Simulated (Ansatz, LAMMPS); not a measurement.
# Elastic response of glassy 61SiO2-18Al2O3-16Na2O-5SnO2 (mol %) (148 atoms): runs compared

How stiff is glassy 61SiO2-18Al2O3-16Na2O-5SnO2 (mol %) (148 atoms)?

Computed with Ansatz 0.2.0: Kohn-Sham DFT, PBE, PAW (set soft_2), plane waves.

## 1. The cell as built

The cell holds 148 atoms: 27 Si, 16 Al, 14 Na, 2 Sn and 89 O. Its edges and angles: a = 12.432 Å, b = 12.432 Å, c = 12.432 Å, α = 90.0°, β = 90.0°, γ = 90.0°. 148 atoms (27 Si, 16 Al, 14 Na, 2 Sn, 89 O) placed at random at 2.66 g/cm³, melted at 4000 K for 10 ps at fixed volume with the Morse and Coulomb pair potential with partial charges (Pedone, Malavasi, Menziani, Cormack and Segre, J. Phys. Chem. B 110, 11780 (2006)). Quenched from 4000 K to 300 K at 25 K/ps and fixed volume, held 10 ps at zero pressure.

Limits known from the start: The quench rate of 25 K/ps is orders of magnitude faster than experiment, which tends to freeze in extra defects. The network of bonds at the start is that of the classical potential that made the cell, and needn't be the one that DFT or experiment would give. Sampling is at Γ alone.

## 2. The reference run

The reference is a single point at the end of the relaxation.

Every strained cell starts from the geometry of this run, and its atoms are relaxed with the cell held.

Its input, with most atom lines left out:

```yaml
crystal:
  lattice:
    - [12.733, -0.08306, -0.03473]
    - [-0.08306, 12.69363, 0.00054]
    - [-0.03473, 0.00054, 12.35566]
  atoms:
    - { symbol: Si, position: [0.9679, 0.82492, 0.80584] }
    - { symbol: Si, position: [0.33981, 0.53391, 0.07028] }
    - { symbol: Si, position: [0.15344, 0.68005, 0.02904] }
    - { symbol: Si, position: [0.40837, 0.40162, 0.86907] }
    - { symbol: Si, position: [0.12415, 0.91145, 0.1282] }
    - { symbol: Si, position: [0.52141, 0.11999, 0.18736] }
    - { symbol: Si, position: [0.06677, 0.04023, 0.54093] }
    [... atom lines 8 to 148 left out ...]
kpoints:
  mp_grid: { grid: [1, 1, 1] }
hamiltonian:
  xc: pbe
scf:
  occupations: { method: gaussian, width: 0.05 }
output:
  forces: true
  stress: true
  populations: true
  dos:
    method: { smearing: { sigma: 0.15 } }
    de: 0.1
    projected: { site_lists: { Al: [Al], Na: [Na], O: [O], Si: [Si], Sn: [Sn] } }
  eigenvalues: true
  write_density: true
  write_potential: true
  volumetric_format: npy
  elf: true
```

| Item | Value |
| --- | --- |
| free energy per atom | -738.4741 eV/atom |
| r.m.s. force component | 0.00343 eV/Å |
| pressure | 0.01272 GPa |

Filled and empty levels are parted by 2.53 eV (at Γ alone); a semilocal functional tends to put such gaps too low. In a disordered cell it changes from sample to sample, and tail or defect levels can set it.

## 3. The runs

Each row is one run, on 4 threads of Arm Neoverse V1, shared host. The free energy is the program's total, comparable only between runs with the same functional, potentials and atoms.

| run | atoms | outcome | ionic steps, all passes | free energy (eV) | time | host memory (GiB) |
| --- | --- | --- | --- | --- | --- | --- |
| Single point at the start | 148 | converged | - | -109281.356 | 33 s | 3.0 |
| Cell and atoms relaxed | 148 | converged | 21 | -109294.172 | 13 min | 3.2 |
| Single point at the relaxed geometry | 148 | converged | - | -109294.172 | 61 s | 3.2 |
| Volume -3 % | 148 | converged | 7 | -109293.814 | 4.9 min | 3.1 |
| Volume +3 % | 148 | converged | 7 | -109293.856 | 5.3 min | 3.3 |
| Volume -6 % | 148 | converged | 10 | -109292.754 | 6.8 min | 3.0 |
| Volume +6 % | 148 | converged | 9 | -109292.917 | 6.4 min | 3.3 |
| Volume -10 % | 148 | cut at the time limit | 20 | -109290.262 | 13 min | 2.9 |
| Stretched by 1 % along x | 148 | converged | 5 | -109294.108 | 3.8 min | 3.2 |
| Compressed by 1 % along x | 148 | converged | 4 | -109294.090 | 2.8 min | 3.2 |

In some runs the program notes that the SCF threshold is loose for the stress.

## 4. Pressure against volume

Atoms are relaxed at each volume, in the scaled cell.

| volume change (%) | volume (Å³/atom) | energy change (meV/atom) | pressure (GPa) | largest move on relaxing (Å) | bonds | gap (eV) |
| --- | --- | --- | --- | --- | --- | --- |
| -6 | 12.683 | 9.58 | 3.78 | 0.30 | 267 | 2.70 |
| -3 | 13.088 | 2.42 | 1.86 | 0.20 | 265 | 2.66 |
| +0 | 13.493 | 0.00 | 0.01 | - | 260 | 2.53 |
| +3 | 13.897 | 2.13 | -1.70 | 0.20 | 259 | 2.37 |
| +6 | 14.302 | 8.48 | -3.31 | 0.35 | 254 | 2.19 |

## 5. Uniaxial strain and shear

Stress (GPa, compression positive) less that of the relaxed cell, atoms relaxed:

| strain | xx | yy | zz | xy | energy change (meV/atom) |
| --- | --- | --- | --- | --- | --- |
| stretched by 1 % along x | -1.153 | -0.383 | -0.382 | -0.008 | 0.43 |
| compressed by 1 % along x | 1.234 | 0.490 | 0.448 | 0.006 | 0.55 |

## 6. What came out

The bulk modulus, from the slope of pressure against ln V over the three points nearest the relaxed volume, is 59.3 GPa; a quadratic over all points gives a pressure derivative of about 0.97. The count of bonds runs from 254 to 267 over the series, so at some points contacts cross the cutoffs. The gap goes from 2.70 eV at the smallest volume to 2.19 eV at the largest, -4.4 eV per unit of ln V by a straight line, on the run's k-points. In the Cartesian axes of the cell, finite differences give C11 = 119, C12 = 43.6 and C13 = 41.5 GPa. The mean of C11, C12 and C13, which equals the bulk modulus in a cubic or isotropic solid, is 68.2 GPa: it lies 15 % over the bulk modulus from the volumes.

**Limits.** Strains are finite and relaxations stop at the force tolerance of the input, which can leave moduli too stiff; they are those of a static cell at zero temperature. Volumes are changed with the cell's shape held, so in an anisotropic solid the modulus lies over the one under free hydrostatic load. The program notes that the SCF threshold of the relaxations is loose for the stress.

The DFT runs together took 57 min of wall time.

[Logs are printed without paths, hosts, clocks, repeated set-up lines and the standing remarks that a program may print on its own settings, such as how far it seeks lower states.]

[Hosts, paths, dates, database ids (printed as entryN), source tags and the programs' standing remarks are cut or masked in the printed files.]
